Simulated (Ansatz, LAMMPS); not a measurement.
# Relaxing amorphous 46SiO2-54Al2O3 (mol %) (114 atoms), part 3 of 3

How does amorphous 46SiO2-54Al2O3 (mol %) (114 atoms) relax, and what do bonds, charges and levels look like afterwards?

Ansatz 0.2.0; Kohn-Sham DFT, PBE, PAW (set soft_2), plane waves.

The cell: 13 Si, 30 Al and 71 O. The quench rate of 50 K/ps is many orders above laboratory rates. The network of bonds at the start is that of the classical potential that made the cell. Only the Γ point is sampled in the main run, in a cell whose shortest periodic width is 11 Å.

So far. Step 7 (K-mesh 2×2×2): Forces differ from those of the single point at the relaxed geometry by 3.4 meV/Å r.m.s.; the energy by -0.92 meV/atom and the gap by -0.015 eV. It took 3.3 min and 9 cycles; the reference's time can't be set against it, since the two runs asked for unlike analyses. Step 8 (Functional HSE06): Forces differ from those of the single point at the relaxed geometry by 145 meV/Å r.m.s.; the pressure by -5.2 GPa and the gap by +1.7 eV.

### 8. Functional HSE06 (continued)

Löwdin charges by element and coordination (they lack the spilled electrons, 0.053 e an atom on average):

| element | coordination | atoms | mean charge (e) | spread | least | most |
| --- | --- | --- | --- | --- | --- | --- |
| Al | all | 30 | 1.43 | 0.0286 | 1.37 | 1.47 |
| Al | 4 | 21 | 1.45 | 0.0217 | 1.39 | 1.47 |
| Al | 5 | 8 | 1.41 | 0.0179 | 1.38 | 1.45 |
| Al | 6 | 1 | 1.37 | 0 | 1.37 | 1.37 |
| O | all | 71 | -0.852 | 0.0291 | -0.918 | -0.786 |
| O | 2 | 34 | -0.847 | 0.0301 | -0.918 | -0.786 |
| O | 3 | 34 | -0.857 | 0.0284 | -0.895 | -0.813 |
| O | 4 | 3 | -0.858 | 0.0113 | -0.872 | -0.845 |
| Si | all | 13 | 1.81 | 0.0111 | 1.79 | 1.83 |

States in the cell by windows of 1 eV, zero at the Fermi level; the larger projections on atomic orbitals stand beside the total:

| from (eV) | to (eV) | total | O p | Al p |
| --- | --- | --- | --- | --- |
| -18 | -13 | 0.0 | 0.0 | 0.0 |
| -13 | -12 | 1.6 | 1.1 | 0.0 |
| -12 | -11 | 5.4 | 3.7 | 0.1 |
| -11 | -10 | 16.3 | 11.6 | 0.5 |
| -10 | -9 | 31.3 | 23.7 | 1.4 |
| -9 | -8 | 41.7 | 32.6 | 2.9 |
| -8 | -7 | 55.5 | 45.1 | 4.9 |
| -7 | -6 | 58.4 | 50.1 | 4.2 |
| -6 | -5 | 72.5 | 66.1 | 2.7 |
| -5 | -4 | 72.6 | 68.4 | 1.4 |
| -4 | -3 | 60.6 | 58.0 | 0.8 |
| -3 | -2 | 10.2 | 9.9 | 0.1 |
| -2 | 2 | 0.0 | 0.0 | 0.0 |
| 2 | 3 | 2.0 | 0.0 | 0.1 |
| 3 | 4 | 0.0 | 0.0 | 0.0 |
| 4 | 5 | 12.1 | 1.3 | 3.9 |

Between -25 and -18 eV lie 142 more states.

The levels nearest the highest filled one (over half full), pooled over k-points and spins:

| level less the highest filled one (eV) | occupation |
| --- | --- |
| -0.463 | 2 |
| -0.442 | 2 |
| -0.388 | 2 |
| -0.306 | 2 |
| -0.197 | 2 |
| 0 | 2 |
| 5.12 | 0 |
| 6.71 | 0 |
| 6.83 | 0 |
| 7.02 | 0 |
| 7.04 | 0 |
| 7.22 | 0 |

### 9. Functional r2SCAN (500 eV)

The meta-GGA r2SCAN uses the kinetic energy density as well as the density and its gradient. Besides, the cutoff goes from 420 to 500 eV.

This step: Kohn-Sham DFT, r2SCAN, PAW (set soft_2), plane waves (Ansatz 0.2.0).

Contents of input.yaml:

```yaml
crystal:
  lattice:
    - [11.2503, -0.09946, 0.0623]
    - [-0.09946, 11.47174, -0.06244]
    - [0.0623, -0.06244, 11.05092]
  atoms:
    [... the 114 atom lines of step 6 ...]
kpoints:
  mp_grid: { grid: [1, 1, 1] }
hamiltonian:
  xc: r2scan
scf:
  occupations: { method: fermi_dirac, width: 0.025 }
output:
  forces: true
  stress: true
  populations: true
  dos:
    method: { smearing: { sigma: 0.08 } }
    de: 0.05
    projected: { site_lists: { Al: [Al], O: [O], Si: [Si] } }
  eigenvalues: true
```

Started as:

```sh
ansatz run input.yaml --threads 4 --pin off --max-ram 8192MiB --backend cpu --events-out ev --progress --plain --runs-dir out
```

Elapsed: 53 s, on 4 threads of Arm Neoverse V2, shared host; peak memory 4 GiB.

Geometry and reference: those of the single point at the relaxed geometry.

Forces differ from those of the single point at the relaxed geometry by 114 meV/Å r.m.s.; the pressure by -5.0 GPa and the gap by +0.61 eV. It took 53 s and 9 cycles; the reference's time can't be set against it, since the two runs asked for unlike analyses.

### 10. Functional PBEsol

PBEsol restores the gradient expansion of exchange for slowly varying densities and usually gives shorter bonds in solids than PBE.

This step: Kohn-Sham DFT, PBEsol, PAW (set soft_2), plane waves (Ansatz 0.2.0).

Changes to input.yaml since step 9:

```diff
@@ -10,3 +10,3 @@
 hamiltonian:
-  xc: r2scan
+  xc: pbesol
 scf:
```

Elapsed: 22 s, on 4 threads; peak memory 1.9 GiB; 85 s of CPU time.

Geometry and reference: those of the single point at the relaxed geometry.

Forces differ from those of the single point at the relaxed geometry by 43 meV/Å r.m.s.; the pressure by -3.0 GPa and the gap by -0.096 eV.

### 11. Cost against change

Differences are against the single point at the relaxed geometry (Kohn-Sham DFT, PBE, PAW (set soft_2), plane waves), whose r.m.s. force component is 0.00336 eV/Å. Energies are set beside the reference only for runs with its functional, potentials and electron count. Times are for 4 threads of Arm Neoverse V2, shared host. The reference's time includes grids, which some other runs skip.

| run | Δ force, r.m.s. (meV/Å) | Δ energy (meV/atom) | Δ pressure (GPa) | Δ gap (eV) | cycles | time | host memory (GiB) |
| --- | --- | --- | --- | --- | --- | --- | --- |
| reference | - | - | - | - | 9 | 21 s | 1.9 |
| k-mesh 2×2×2 | 3.36 | -0.916 | 0.0091 | -0.0148 | 9 | 3.3 min | 6.1 |
| functional HSE06 | 145 | - | -5.16 | 1.71 | 15 | 5.2 min | 4.6 |
| functional r2SCAN (500 eV) | 114 | - | -5.00 | 0.614 | 9 | 53 s | 4.0 |
| functional PBEsol | 42.9 | - | -3.04 | -0.0963 | 10 | 22 s | 1.9 |

### 12. Results

```yaml
energy_change_in_the_relaxation: -28.41 meV/atom
r_m_s_displacement: 0.116 Å
largest_displacement: 0.334 Å
free_energy_per_atom: -568.5882 eV/atom
pressure: -0.005886 GPa
r_m_s_force_component: 0.00336 eV/Å
spacing_of_highest_filled_and_lowest_empty_level: 3.403 eV
wall_time_of_the_7_dft_runs: 13 min
```

What this shows: Relaxation lowers the energy by 28.4 meV/atom and moves atoms by 0.12 Å r.m.s.; the r.m.s. force component goes from 0.54 to 0.0034 eV/Å. Displacements are taken in the final cell, so they leave out its strain. By the final cutoffs 0 of 180 bonded pairs parted and 2 joined. The cell grew by 0.3 % in volume. First to last step the energy falls by 3.239 eV, across changes of basis; the largest move, 0.33 Å, is that of O76. The O-Si bonds change most in mean length: from 1.623 Å (spread 0.050) to 1.643 Å (spread 0.046). With the cutoffs above, 70 % of Al atoms have 4, 48 % of O atoms have 2 and as many 3 and all Si atoms have 4 bonded neighbours. 48 % of the oxygens bridge two formers (Si and Al) and 0 % are non-bridging; 48 % join three; 4 % join four. The highest filled and lowest empty levels differ by 3.40 eV (at Γ alone); a semilocal functional tends to put such gaps too low. In a disordered cell it changes from sample to sample, and tail or defect levels can set it.

Among the changes of functional, dispersion, potentials or spin, functional HSE06 moves the forces most, by 145 meV/Å r.m.s. The gap changes by +1.71 eV with HSE06.

What to keep in mind: The network of bonds at the start is that of the classical potential that made the cell; in DFT 0 of its 180 bonded pairs passed out of the cutoffs and 2 came within them.

[Logs are printed without paths, hosts, clocks, repeated set-up lines and the standing remarks that a program may print on its own settings, such as how far it seeks lower states.]

[Hosts, paths, dates, database ids (printed as entryN), source tags and the programs' standing remarks are cut or masked in the printed files.]
